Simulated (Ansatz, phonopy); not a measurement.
# GeN (hypothetical, Fm-3m): phonons against volume, part 2 of 2

Wanted: mode Grüneisen parameters of GeN (hypothetical) and a free-energy fit over volumes. The crystal structure is hypothetical: it was made by swapping elements on a known structure type.

Ansatz 0.2.0; DFT PBE, scalar-relativistic, plane waves, PAW.

So far. Step 10 (Phonons, V/V0 0.985): The lowest solved frequency is -362 cm⁻¹, so the cell is unstable here and gives no valid free energy. Step 11 (Single point at a scaled cell, V/V0 1.03): The run ends at a pressure of -4.41 GPa.

### 12. Phonons, V/V0 1.03

The input, input.yaml:

```yaml
crystal:
  lattice:
    - [0.0, 2.2664582514, 2.2664582514]
    - [2.2664582514, 0.0, 2.2664582514]
    - [2.2664582514, 2.2664582514, 0.0]
  atoms:
    - { symbol: Ge, position: [0.0, 0.0, 0.0] }
    - { symbol: "N", position: [0.5, 0.5, 0.5] }
kpoints:
  mp_grid: { grid: [16, 16, 16] }
hamiltonian:
  xc: pbe
scf:
  occupations: { method: methfessel_paxton, width: 0.15 }
output:
  eigenvalues: true
phonons:
  method: dfpt
  qmesh: [4, 4, 4]
  temperatures: { t_max: 1000, t_step: 50 }
  qpath:
    path:
      - [[0.0, 0.0, 0.0], [0.5, 0.0, 0.5], [0.625, 0.25, 0.625]]
      - [[0.375, 0.375, 0.75], [0.0, 0.0, 0.0], [0.5, 0.5, 0.5], [0.5, 0.25, 0.75], [0.5, 0.0, 0.5]]
    npoints: 10
```

Command:

```bash
> ansatz run input.yaml --threads 4 --pin off --max-ram 8192MiB --backend cpu --events-out ev --progress --plain --runs-dir out
```

The job ended after 4.1 min (4 threads of Arm Neoverse V2, shared host; peak memory 3.4 GiB).

The lowest solved frequency is -367 cm⁻¹, so the cell is unstable here and gives no valid free energy.

### 13. Single point at a scaled cell, V/V0 0.97

The cell differs from the one that the last finished run ended in (a 3.205 → 3.142 Å, b 3.205 → 3.142 Å, c 3.205 → 3.142 Å).

input.yaml, the sections that differ from step 12:

```yaml
crystal:
  lattice:
    - [0.0, 2.2215660345, 2.2215660345]
    - [2.2215660345, 0.0, 2.2215660345]
    - [2.2215660345, 2.2215660345, 0.0]
  atoms:
    - { symbol: Ge, position: [0.0, 0.0, 0.0] }
    - { symbol: "N", position: [0.5, 0.5, 0.5] }
output:
  forces: true
  stress: true
  eigenvalues: true
# kpoints, hamiltonian, scf: as in step 12
# phonons: removed
```

Run time: 0.69 s. Hardware: 4 threads; peak memory 0.33 GiB; 2.2 s of CPU time.

The run ends at a pressure of 5.18 GPa.

### 14. Phonons, V/V0 0.97

input.yaml, the sections that differ from step 13:

```yaml
output:
  eigenvalues: true
phonons:
  method: dfpt
  qmesh: [4, 4, 4]
  temperatures: { t_max: 1000, t_step: 50 }
  qpath:
    path:
      - [[0.0, 0.0, 0.0], [0.5, 0.0, 0.5], [0.625, 0.25, 0.625]]
      - [[0.375, 0.375, 0.75], [0.0, 0.0, 0.0], [0.5, 0.5, 0.5], [0.5, 0.25, 0.75], [0.5, 0.0, 0.5]]
    npoints: 10
# crystal, kpoints, hamiltonian, scf: as in step 13
```

Wall time 3.9 min (4 threads); peak memory 3.3 GiB.

The lowest solved frequency is -359 cm⁻¹, so the cell is unstable here and gives no valid free energy.

### 15. A cell at another volume, V/V0 1.05

The cell differs from the one that the last finished run ended in (a 3.142 → 3.226 Å, b 3.142 → 3.226 Å, c 3.142 → 3.226 Å).

input.yaml, the sections that differ from step 14:

```yaml
crystal:
  lattice:
    - [0.0, 2.2810339462, 2.2810339462]
    - [2.2810339462, 0.0, 2.2810339462]
    - [2.2810339462, 2.2810339462, 0.0]
  atoms:
    - { symbol: Ge, position: [0.0, 0.0, 0.0] }
    - { symbol: "N", position: [0.5, 0.5, 0.5] }
output:
  forces: true
  stress: true
  eigenvalues: true
# kpoints, hamiltonian, scf: as in step 14
# phonons: removed
```

Wall time 0.77 s (4 threads); peak memory 0.33 GiB.

The run ends at a pressure of -6.96 GPa.

### 16. Phonons, V/V0 1.05

input.yaml, the sections that differ from step 15:

```yaml
output:
  eigenvalues: true
phonons:
  method: dfpt
  qmesh: [4, 4, 4]
  temperatures: { t_max: 1000, t_step: 50 }
  qpath:
    path:
      - [[0.0, 0.0, 0.0], [0.5, 0.0, 0.5], [0.625, 0.25, 0.625]]
      - [[0.375, 0.375, 0.75], [0.0, 0.0, 0.0], [0.5, 0.5, 0.5], [0.5, 0.25, 0.75], [0.5, 0.0, 0.5]]
    npoints: 10
# crystal, kpoints, hamiltonian, scf: as in step 15
```

The job ended after 4.2 min (4 threads; peak memory 3.4 GiB).

The lowest solved frequency is -367 cm⁻¹, so the cell is unstable here and gives no valid free energy.

### 17. Mode Grüneisen parameters

This step: DFT PBE, scalar-relativistic, plane waves, PAW (phonopy 4.10.0).

Volume series, by row:

```
 V/V0  V (Å³/atom)  pressure (GPa)  E - E0 (meV/atom)  gap (eV)  zero-point energy (meV/atom)  lowest on the path (cm⁻¹)  highest at Gamma without the LO-TO term (cm⁻¹)
 0.97        10.96           5.179              5.352         0                             -                     -366.6                                               0
0.985        11.13            2.48              1.299         0                             -                     -369.1                                               0
    1         11.3          -0.006                  0         0                             -                     -370.9                                               0
1.015        11.47          -2.297              1.212         0                             -                     -372.2                                               0
 1.03        11.64          -4.405              4.778         0                             -                     -372.9                                               0
 1.05        11.87          -6.958              12.81         0                             -                     -373.2                                               0
```

Table of optical frequency at Gamma without the LO-TO term, mode 1 by V/V0:

```
  V/V0  optical frequency at Gamma without the LO-TO term, mode 1 (cm⁻¹)
0.9700                                                              -190
0.9850                                                              -200
1.0000                                                              -210
1.0150                                                              -218
1.0300                                                              -225
1.0500                                                              -234
```

### 18. What came out

| Item | Value |
| --- | --- |
| lowest frequency over the volumes | -373 cm⁻¹ |

**Reading.** Imaginary modes appear at V/V0 = 0.97, 0.985, 1, 1.015, 1.03 and 1.05, so too few stable volumes remain for a free-energy fit. Mode Grüneisen parameters diverge near a vanishing branch and are not given. The softest solved mode at V/V0 = 1.05 is 367i cm⁻¹ at q = (0, 0, 0.25), and 8 of 8 solved wavevectors carry a mode beyond 8i cm⁻¹. In a metal soft modes also hang on the k-mesh and the smearing, which were not converged here. The cell has an odd number of electrons and the run has no spin polarisation, so it is forced to be a metal; the real compound may order or distort.

[Logs are printed without paths, hosts, clocks, repeated set-up lines and the standing remarks that a program may print on its own settings, such as how far it seeks lower states.]

[Hosts, paths, dates, database ids (printed as entryN), source tags and the programs' standing remarks are cut or masked in the printed files.]

[A step with changed settings may run another functional than the one named; its input shows which.]

[Of the runs on displaced cells, only some may be shown.]
